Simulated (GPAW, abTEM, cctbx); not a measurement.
## ZnSb2Pt6: the scripts behind a bonding study

Short scripts, each with its output. The cell comes from substitution in a known structure type and wasn't matched to any measured phase.

**1. Build the all-electron density and subtract free atoms**

```text
cell
1.0
     0.000000000    0.000000000    3.523875840
     7.102811090    0.000000000    0.000000000
    -3.551405550    6.151214840    0.000000000
Pt Sb Zn
6 2 1
Direct
0.000000000 0.373525520 0.373525520
0.000000000 0.000000000 0.626474480
0.000000000 0.626474480 0.000000000
0.500000000 0.728307540 0.728307540
0.500000000 0.000000000 0.271692460
0.500000000 0.271692460 0.000000000
0.500000000 0.666666670 0.333333330
0.500000000 0.333333330 0.666666670
0.000000000 0.000000000 0.000000000
```

```python
import numpy as np
from ase.io import read
from ase.units import Bohr
from gpaw import GPAW, PW, FermiDirac
from gpaw.calculator import GPAW as OldGPAW
from gpaw.mpi import serial_comm, world
from scipy.special import erfc
from scipy.spatial import cKDTree

atoms = read("cell.vasp")
atoms.calc = GPAW(mode=PW(450), xc="PBE", kpts={"size": (7, 4, 4), "gamma": True},
                 occupations=FermiDirac(0.1), maxiter=120, symmetry={"tolerance": 1e-5}, txt="scf.txt")
atoms.get_potential_energy()
rho = atoms.calc.get_all_electron_density(gridrefinement=2)
moments = atoms.get_magnetic_moments() if atoms.calc.get_number_of_spins() == 2 else np.zeros(len(atoms))
total = atoms.get_magnetic_moment() if moments.any() else 0.0
if world.rank == 0:
    free = OldGPAW(mode=PW(450), xc="PBE", txt=None, communicator=serial_comm)
    neutral = atoms.copy()
    neutral.set_initial_magnetic_moments(None)
    free.initialize(neutral)
    free.set_positions(neutral)
    drho = rho - free.get_all_electron_density(gridrefinement=2)
    # GPAW starts from confined atoms: exchange their smooth part for that of the datasets' free atoms
    h = np.stack(np.meshgrid(*[np.fft.fftfreq(n, 1 / n) for n in drho.shape], indexing="ij"), -1)
    gabs = np.linalg.norm(h @ atoms.cell.reciprocal(), axis=-1)
    tails = np.fft.fftn(free.get_pseudo_density(gridrefinement=2))
    g, form, v0 = np.linspace(0, gabs.max(), 1500), {}, 0
    for e in set(atoms.symbols):
        idx = atoms.symbols.search(e)
        d = free.setups[idx[0]].data
        r, w = d.rgd.r_g * Bohr, d.rgd.r_g**2 * d.rgd.dr_g
        j0 = np.sinc(2 * g[:, None] * r)
        smooth = sum(f * p**2 for f, p in zip(d.f_j, d.phit_jg)) + np.sqrt(4 * np.pi) * d.nct_g
        full = sum(f * p**2 for f, p in zip(d.f_j, d.phi_jg)) + np.sqrt(4 * np.pi) * d.nc_g
        phase = sum(np.exp(-2j * np.pi * h @ s) for s in atoms.get_scaled_positions()[idx])
        tails -= np.interp(gabs, g, j0 @ (smooth * w)) * phase * drho.size / atoms.get_volume()
        form[e] = j0 @ (full * w)
        v0 += 2 * np.pi / 3 * 14.3996 * (full * w * r**2).sum() * len(idx)  # V A^3
    tails *= 0.5 * erfc((gabs - 1.8) / 0.25)  # the tails differ at long wavelengths alone
    drho += np.fft.ifftn(tails).real  # crystal minus superposed spherical free atoms
    np.save("drho.npy", drho)
    dv = atoms.get_volume() / drho.size
    print("grid", drho.shape, " electrons %.3f" % (rho.sum() * dv), " moved by bonding %.3f e" % (abs(drho).sum() * dv / 2))
    pts = np.indices(drho.shape).reshape(3, -1).T / drho.shape @ atoms.cell
    shifts = (np.indices((3, 3, 3)).reshape(3, -1).T - 1) @ atoms.cell
    images = (atoms.positions[None] + shifts[:, None]).reshape(-1, 3)
    dist, idx = cKDTree(images).query(pts, k=4)
    out = drho.ravel()[dist[:, 0] > 0.5]
    print("deformation density beyond 0.5 A of the nuclei: max %.3f, min %.3f e/A^3" % (out.max(), out.min()))
    tie = dist < dist[:, :1] + 1e-4
    q = -np.bincount((idx % len(atoms))[tie], (drho.ravel()[:, None] / tie.sum(1, keepdims=True) * tie)[tie], len(atoms)) * dv
    print("atom        x       y       z   Voronoi charge  moment")
    for a, s, c, m in zip(atoms, atoms.get_scaled_positions(), q, moments):
        print("%-2s%-3d %7.4f %7.4f %7.4f %10.3f %10.2f" % (a.symbol, a.index + 1, *s, c, m))
    np.savez("free.npz", g=g, **form)
    print("mean inner potential of superposed free atoms %.3f V" % (v0 / atoms.get_volume()))
    print("total magnetic moment %.3f muB" % total)
```

```console
$ OMP_NUM_THREADS=1 mpirun -n 4 gpaw python run.py > gpaw.log
```

```text
grid (36, 70, 70)  electrons 600.000  moved by bonding 1.931 e
deformation density beyond 0.5 A of the nuclei: max 0.172, min -0.222 e/A^3
atom        x       y       z   Voronoi charge  moment
Pt1    0.0000  0.3735  0.3735     -0.037       0.00
Pt2    0.0000  1.0000  0.6265     -0.037       0.00
Pt3    0.0000  0.6265  0.0000     -0.037       0.00
Pt4    0.5000  0.7283  0.7283     -0.023       0.00
Pt5    0.5000  0.0000  0.2717     -0.023       0.00
Pt6    0.5000  0.2717  0.0000     -0.023       0.00
Sb7    0.5000  0.6667  0.3333      0.098       0.00
Sb8    0.5000  0.3333  0.6667      0.098       0.00
Zn9    0.0000  0.0000  0.0000     -0.014       0.00
mean inner potential of superposed free atoms 28.878 V
total magnetic moment 0.000 muB
```

Time: 49 s on 4 cores of Arm Neoverse V2 (shared host), peak memory 1.2 GiB.

**2. Fourier-transform the difference**

```python
from cctbx import adptbx, crystal, miller, xray
from cctbx.eltbx import tiny_pse
import numpy as np

cs = crystal.symmetry(unit_cell=(7.1028, 7.1028, 3.5239, 90, 90, 120), space_group_symbol='Hall: P -6 -2')  # P-62m
atoms = [  # label, site, U (iso, or U11 U22 U33 U12 U13 U23 in A^2), occupancy
    ("Pt1", (0.37353, 0.37353, 0), 0.0000, 1),
    ("Pt2", (0.72831, 0.72831, 0.5), 0.0000, 1),
    ("Sb1", (2/3, 1/3, 0.5), 0.0000, 1),
    ("Zn1", (0, 0, 0), 0.0000, 1),
]
xs = xray.structure(crystal_symmetry=cs)
for label, site, u, occ in atoms:
    u = adptbx.u_cif_as_u_star(cs.unit_cell(), u) if isinstance(u, tuple) else u
    xs.add_scatterer(xray.scatterer(label, site=site, u=u, occupancy=occ))
xs.scattering_type_registry(table="wk1995")
drho = np.load("drho.npy")
T = np.array([[0, 1, 0], [0, 0, 1], [1, 0, 0]])  # conventional axes in terms of the primitive ones
dF = np.fft.ifftn(drho) * 153.96137  # electrons a conventional cell, indexed by primitive hkl
ms = miller.build_set(cs, anomalous_flag=False, d_min=0.9).sort("resolution")
iam = ms.structure_factors_from_scatterers(xs, algorithm="direct").f_calc()
p1 = xs.expand_to_p1()
z = np.array([tiny_pse.table(sc.scattering_type).atomic_number() for sc in p1.scatterers()])
x = np.array(p1.sites_frac())
free = np.load("free.npz")
print("static structure factors of the conventional cell: F in electrons, V (Mott-Bethe) in volts")
print("   h  k  l      d  |F| table  |F| free   |F| DFT   change   |V| free  |V| DFT  change %")
for h, d, table in list(zip(ms.indices(), ms.d_spacings().data(), iam.data()))[:16]:
    df = dF[tuple(np.rint(np.linalg.solve(T, h)).astype(int))]
    phase = np.exp(2j * np.pi * x @ h)
    f = sum(np.interp(1 / d, free["g"], free[sc.scattering_type]) * p for sc, p in zip(p1.scatterers(), phase))
    fz = (z * phase).sum()
    c = 14.3996 * d * d / (np.pi * cs.unit_cell().volume())
    v0, v1 = abs(fz - f) * c, abs(fz - f - df) * c
    print("%4d%3d%3d %7.4f %9.3f %9.3f %9.3f %8.3f %9.3f %8.3f %8s" % (h + (d, abs(table), abs(f), abs(f + df), abs(f + df) - abs(f), v0, v1, "%.1f" % (100 * (v1 / v0 - 1)) if v0 > 0.02 else "-")))
```

```console
$ python run.py
```

```text
static structure factors of the conventional cell: F in electrons, V (Mott-Bethe) in volts
   h  k  l      d  |F| table  |F| free   |F| DFT   change   |V| free  |V| DFT  change %
   1  0  0  6.1512     4.838     4.837     4.868    0.031     0.357    0.392      9.9
   1  1  0  3.5514    73.973    73.777    73.910    0.133     0.991    0.951     -4.0
   0  0  1  3.5239    62.739    62.774    62.685   -0.089     3.411    3.444      1.0
   2  0  0  3.0756    15.050    15.091    15.082   -0.010     0.854    0.856      0.3
   1  0  1  3.0577     9.392     9.343     9.349    0.006     0.627    0.629      0.3
   1  1  1  2.5014   317.861   317.706   317.228   -0.478    10.685   10.773      0.8
   2  1  0  2.3249   180.779   180.707   180.356   -0.351     5.873    5.930      1.0
   2  0  1  2.3172   186.559   186.395   185.984   -0.412     6.708    6.774      1.0
   3  0  0  2.0504   366.364   366.027   365.271   -0.756    12.180   12.274      0.8
   2  1  1  1.9406   111.511   111.332   111.066   -0.266     3.874    3.904      0.8
   2  2  0  1.7757    66.954    66.903    66.943    0.040     1.666    1.670      0.2
   3  0  1  1.7722    12.004    12.172    12.296    0.125     0.797    0.785     -1.5
   0  0  2  1.7619   452.619   452.050   451.560   -0.490    13.674   13.719      0.3
   3  1  0  1.7060   107.134   107.014   106.933   -0.081     2.987    2.994      0.2
   1  0  2  1.6938     4.477     4.327     4.186   -0.141     0.017    0.029        -
   2  2  1  1.5858   184.079   183.887   183.642   -0.245     5.037    5.055      0.4
```

Time: 0.26 s on 1 core of Arm Neoverse V2 (shared host), peak memory 0.08 GiB.

**3. Propagate a plane wave with and without the bonding term**

```python
import abtem
import numpy as np
from ase.build import make_supercell
from ase.io import read

abtem.config.set({"dask.lazy": False, "fft": "fftw", "diagnostics.progress_bar": False})
M = [[-1, 0, 0], [0, 1, 2], [0, 1, 0]]  # rows: x, y and beam direction in the primitive cell's axes
unit = make_supercell(read("cell.vasp"), M)
unit.set_cell(list(unit.cell.lengths()) + [90, 90, 90], scale_atoms=True)
unit.positions[:, 2] += 0.7014  # keeps atomic planes off the slice boundaries
unit.wrap()
slab = unit * (2, 2, 84)
print(slab.get_chemical_formula(), "| box %.2f x %.2f x %.2f A" % tuple(slab.cell.lengths()))

# change of the potential by bonding, from the DFT deformation density (Poisson's equation term by term)
drho = np.load("drho.npy")
prim = read("cell.vasp")
h = np.stack(np.meshgrid(*[np.fft.fftfreq(n, 1 / n) for n in drho.shape], indexing="ij"), -1).reshape(-1, 3).astype(int)
g2 = ((h @ prim.cell.reciprocal()) ** 2).sum(1)
keep = (g2 > 0) & (g2 < 2.5**2)
shape = (101, 352, 42)
vg = np.zeros(shape, complex)
hm = h[keep] @ np.array(M).T
move = np.exp(-2j * np.pi * hm[:, 2] * (0.7014 / unit.cell[2, 2] - 0.5 / shape[2]))  # the same shift, sampled at mid-points
vg[tuple(hm.T % np.array(shape)[:, None])] = -14.3996 / np.pi * (np.fft.fftn(drho).ravel() / drho.size)[keep] / g2[keep] * move
dV = np.fft.ifftn(vg).real * vg.size
dV = dV.reshape(101, 352, 6, 7).mean(3) * unit.cell[2, 2] / 6  # V A, projected in each slice
dV = np.tile(dV.transpose(2, 0, 1), (84, 2, 2))


def build(atoms):
    p = abtem.Potential(atoms, gpts=(202, 704), slice_thickness=[slab.cell[2, 2] / 504] * 504,
                        parametrization="lobato", projection="infinite", exit_planes=42).build()
    p.array[:] += BONDING * dV
    return p


sigmas = {'Pt': 0.068, 'Sb': 0.074, 'Zn': 0.082}  # r.m.s. displacement along each axis, A
u = np.array([sigmas[s] for s in slab.symbols])[:, None]
rng = np.random.default_rng(759)


def potentials():
    for _ in range(3):  # frozen phonons, one configuration at a time
        atoms = slab.copy()
        atoms.positions += u * rng.standard_normal((len(atoms), 3))
        atoms.wrap()
        yield build(atoms)


for label, BONDING in (("IAM", 0.0), ("DFT", 1.0)):
    print("=====", label)
    rng = np.random.default_rng(759)  # the same displacements for both
    potential = build(slab)
    print("grid", potential.gpts, "slices", potential.num_slices)
    thickness = potential.exit_thicknesses
    wave = abtem.PlaneWave(energy=300000)
    dp = np.mean([wave.multislice(p).diffraction_patterns(max_angle="valid").array for p in potentials()], axis=0)
    hkl = [(0, 0, 0), (0, 1, 0), (0, 0, 1), (0, 2, 0), (0, 1, 1), (0, 2, 1), (0, 3, 0)]
    nx, ny = dp.shape[-2:]
    print("intensity of each beam, fraction of the incident wave")
    print("  t (A)" + "".join("%9s" % " ".join(map(str, h)) for h in hkl) + "  diffuse    total")
    grid = np.zeros((nx, ny), bool)
    grid[nx // 2 % 2::2, ny // 2 % 2::2] = True
    for t, a in list(zip(thickness, dp))[1:]:
        idx = [np.rint(np.array(M) @ np.linalg.solve([[0, 1, 0], [0, 0, 1], [1, 0, 0]], h)).astype(int) for h in hkl]
        print("%7.1f" % t + "".join("%9.5f" % a[nx // 2 + i[0] * 2, ny // 2 + i[1] * 2] for i in idx) + "%9.4f%9.4f" % (a[~grid].sum(), a.sum()))
```

```console
$ python run.py
```

```text
Pt4032Sb1344Zn672 | box 7.05 x 24.60 x 596.64 A
===== IAM
grid (202, 704) slices 504
intensity of each beam, fraction of the incident wave
  t (A)    0 0 0    0 1 0    0 0 1    0 2 0    0 1 1    0 2 1    0 3 0  diffuse    total
   49.7  0.45256  0.00155  0.00161  0.00053  0.00318  0.00348  0.03271   0.1037   0.9906
   99.4  0.46732  0.00058  0.00903  0.00345  0.00928  0.00353  0.01490   0.1911   0.9806
  149.2  0.45113  0.00082  0.00783  0.00006  0.00267  0.00040  0.00604   0.2361   0.9745
  198.9  0.35722  0.00084  0.01845  0.00078  0.00739  0.00045  0.00674   0.2670   0.9689
  248.6  0.30237  0.00157  0.02179  0.00041  0.00733  0.00037  0.00949   0.3055   0.9620
  298.3  0.27993  0.00217  0.02611  0.00013  0.00409  0.00070  0.01112   0.3280   0.9566
  348.0  0.24732  0.00268  0.02715  0.00012  0.00330  0.00072  0.01243   0.3496   0.9508
  397.8  0.22150  0.00322  0.02870  0.00037  0.00208  0.00081  0.01076   0.3689   0.9450
  447.5  0.19581  0.00300  0.02721  0.00103  0.00100  0.00123  0.00797   0.3877   0.9391
  497.2  0.17573  0.00405  0.02505  0.00177  0.00148  0.00081  0.00517   0.4071   0.9328
  546.9  0.15116  0.00555  0.02374  0.00352  0.00252  0.00093  0.00532   0.4225   0.9266
  596.6  0.14735  0.00548  0.02031  0.00428  0.00277  0.00042  0.00457   0.4399   0.9203
===== DFT
grid (202, 704) slices 504
intensity of each beam, fraction of the incident wave
  t (A)    0 0 0    0 1 0    0 0 1    0 2 0    0 1 1    0 2 1    0 3 0  diffuse    total
   49.7  0.45205  0.00158  0.00160  0.00056  0.00323  0.00338  0.03251   0.1038   0.9905
   99.4  0.46450  0.00052  0.00944  0.00338  0.00918  0.00380  0.01430   0.1913   0.9806
  149.2  0.44806  0.00075  0.00812  0.00006  0.00264  0.00046  0.00521   0.2370   0.9744
  198.9  0.35096  0.00086  0.01929  0.00072  0.00734  0.00053  0.00591   0.2686   0.9688
  248.6  0.29723  0.00152  0.02292  0.00038  0.00721  0.00042  0.00875   0.3074   0.9618
  298.3  0.27402  0.00223  0.02698  0.00012  0.00399  0.00068  0.01061   0.3301   0.9563
  348.0  0.24172  0.00277  0.02812  0.00012  0.00325  0.00068  0.01202   0.3518   0.9505
  397.8  0.21568  0.00345  0.02940  0.00039  0.00195  0.00076  0.01061   0.3712   0.9447
  447.5  0.18943  0.00326  0.02772  0.00105  0.00090  0.00117  0.00803   0.3901   0.9387
  497.2  0.16914  0.00440  0.02559  0.00179  0.00137  0.00076  0.00534   0.4097   0.9324
  546.9  0.14462  0.00597  0.02428  0.00351  0.00243  0.00090  0.00548   0.4251   0.9262
  596.6  0.14086  0.00602  0.02093  0.00425  0.00269  0.00041  0.00450   0.4426   0.9199
```

Time: 95 s.

**4. Rock the beam across one reflection**

```python
import abtem
import numpy as np
from ase.build import make_supercell
from ase.io import read

abtem.config.set({"dask.lazy": False, "fft": "fftw", "diagnostics.progress_bar": False})
M = [[-1, 0, 0], [0, 1, 2], [0, 1, 0]]  # rows: x, y and beam direction in the primitive cell's axes
unit = make_supercell(read("cell.vasp"), M)
unit.set_cell(list(unit.cell.lengths()) + [90, 90, 90], scale_atoms=True)
unit.positions[:, 2] += 1.2932  # keeps atomic planes off the slice boundaries
unit.wrap()
slab = unit * (1, 1, 72)
print(slab.get_chemical_formula(), "| box %.2f x %.2f x %.2f A" % tuple(slab.cell.lengths()))

# change of the potential by bonding, from the DFT deformation density (Poisson's equation term by term)
drho = np.load("drho.npy")
prim = read("cell.vasp")
h = np.stack(np.meshgrid(*[np.fft.fftfreq(n, 1 / n) for n in drho.shape], indexing="ij"), -1).reshape(-1, 3).astype(int)
g2 = ((h @ prim.cell.reciprocal()) ** 2).sum(1)
keep = (g2 > 0) & (g2 < 2.5**2)
shape = (79, 274, 40)
vg = np.zeros(shape, complex)
hm = h[keep] @ np.array(M).T
move = np.exp(-2j * np.pi * hm[:, 2] * (1.2932 / unit.cell[2, 2] - 0.5 / shape[2]))  # the same shift, sampled at mid-points
vg[tuple(hm.T % np.array(shape)[:, None])] = -14.3996 / np.pi * (np.fft.fftn(drho).ravel() / drho.size)[keep] / g2[keep] * move
dV = np.fft.ifftn(vg).real * vg.size
dV = dV.reshape(79, 274, 4, 10).mean(3) * unit.cell[2, 2] / 4  # V A, projected in each slice
dV = np.tile(dV.transpose(2, 0, 1), (72, 1, 1))


def build(atoms):
    p = abtem.Potential(atoms, gpts=(79, 274), slice_thickness=[slab.cell[2, 2] / 288] * 288,
                        parametrization="lobato", projection="infinite", exit_planes=72).build()
    p.array[:] += BONDING * dV
    return p


def potentials():
    yield build(slab)  # atoms at rest


for label, BONDING in (("IAM", 0.0), ("DFT", 1.0)):
    print("=====", label)
    potential = build(slab)
    print("grid", potential.gpts, "slices", potential.num_slices)
    thickness = potential.exit_thicknesses
    h = np.array(M) @ np.linalg.solve(np.array([[0, 1, 0], [0, 0, 1], [1, 0, 0]]), [0, 0, 1])
    ix, iy = round(h[0]) * 1, round(h[1]) * 1
    gxy = h[:2] / unit.cell.lengths()[:2]
    along = gxy / np.hypot(*gxy)
    across = np.array([-along[1], along[0]])
    bragg = 500 * abtem.PlaneWave(energy=300000).wavelength * np.hypot(*gxy)
    print("Bragg angle %.3f mrad; beam tilted 37 mrad off the zone axis across the row" % bragg)
    print("dark-field intensity of 0 0 1 against tilt along the row, in Bragg angles")
    print("  t (A)" + "".join("%8.2f" % s for s in [0.2, 0.4, 0.6, 0.8, 1.0, 1.2, 1.4, 1.6, 1.8, 2.0, 2.2, 2.4, 2.6]))
    rows = []
    row = [(n * ix, n * iy) for n in range(-8, 9)]
    for s in [0.2, 0.4, 0.6, 0.8, 1.0, 1.2, 1.4, 1.6, 1.8, 2.0, 2.2, 2.4, 2.6]:
        tilt = -s * bragg * along + 37 * across
        dp = abtem.PlaneWave(energy=300000, tilt=tuple(tilt)).multislice(potential).diffraction_patterns(max_angle="valid").array
        rows.append(dp[:, dp.shape[1] // 2 + ix, dp.shape[2] // 2 + iy])
        if s == 1.0:
            cx, cy = dp.shape[1] // 2, dp.shape[2] // 2
            share = sum(dp[:, cx + i, cy + j] for i, j in row if abs(i) < cx and abs(j) < cy) / dp.sum(axis=(1, 2))
            total = dp.sum(axis=(1, 2))
    for t, a in list(zip(thickness, np.array(rows).T))[1:]:
        print("%7.1f" % t + "".join("%8.4f" % v for v in a))
    print("at the Bragg tilt, share in the row:", share[1:].round(3).tolist(), "total:", total[1:].round(3).tolist())
```

```console
$ python run.py
```

```text
Pt864Sb288Zn144 | box 3.52 x 12.30 x 511.40 A
===== IAM
grid (79, 274) slices 288
Bragg angle 2.793 mrad; beam tilted 37 mrad off the zone axis across the row
dark-field intensity of 0 0 1 against tilt along the row, in Bragg angles
  t (A)    0.20    0.40    0.60    0.80    1.00    1.20    1.40    1.60    1.80    2.00    2.20    2.40    2.60
  127.9  0.0629  0.0683  0.0725  0.0752  0.0765  0.0765  0.0752  0.0719  0.0666  0.0600  0.0526  0.0445  0.0362
  255.7  0.0659  0.0883  0.1094  0.1259  0.1347  0.1334  0.1177  0.0925  0.0676  0.0523  0.0513  0.0506  0.0464
  383.6  0.0370  0.0376  0.0272  0.0066  0.0040  0.0101  0.0263  0.0388  0.0497  0.0447  0.0307  0.0213  0.0252
  511.4  0.0091  0.0157  0.0079  0.0095  0.0215  0.0135  0.0081  0.0053  0.0154  0.0156  0.0138  0.0134  0.0096
at the Bragg tilt, share in the row: [0.5820000171661377, 0.44600000977516174, 0.32499998807907104, 0.28999999165534973] total: [0.9860000014305115, 0.9710000157356262, 0.9509999752044678, 0.9290000200271606]
===== DFT
grid (79, 274) slices 288
Bragg angle 2.793 mrad; beam tilted 37 mrad off the zone axis across the row
dark-field intensity of 0 0 1 against tilt along the row, in Bragg angles
  t (A)    0.20    0.40    0.60    0.80    1.00    1.20    1.40    1.60    1.80    2.00    2.20    2.40    2.60
  127.9  0.0639  0.0695  0.0737  0.0765  0.0778  0.0779  0.0765  0.0731  0.0677  0.0610  0.0534  0.0451  0.0367
  255.7  0.0660  0.0884  0.1097  0.1264  0.1354  0.1340  0.1179  0.0926  0.0676  0.0525  0.0516  0.0512  0.0472
  383.6  0.0372  0.0380  0.0277  0.0067  0.0039  0.0101  0.0266  0.0393  0.0499  0.0445  0.0303  0.0208  0.0250
  511.4  0.0088  0.0154  0.0074  0.0094  0.0224  0.0134  0.0077  0.0052  0.0148  0.0151  0.0139  0.0141  0.0103
at the Bragg tilt, share in the row: [0.5809999704360962, 0.44699999690055847, 0.32499998807907104, 0.28999999165534973] total: [0.9860000014305115, 0.9710000157356262, 0.9509999752044678, 0.9290000200271606]
```

Time: 42 s.

[Outputs are excerpts: Python notices, other lines and further rows are left out; steps that failed or that the build refused (PBEsol, TPSS) are not shown.]

[Logs are printed without paths, hosts, clocks, repeated set-up lines and the standing remarks that a program may print on its own settings, such as how far it seeks lower states.]
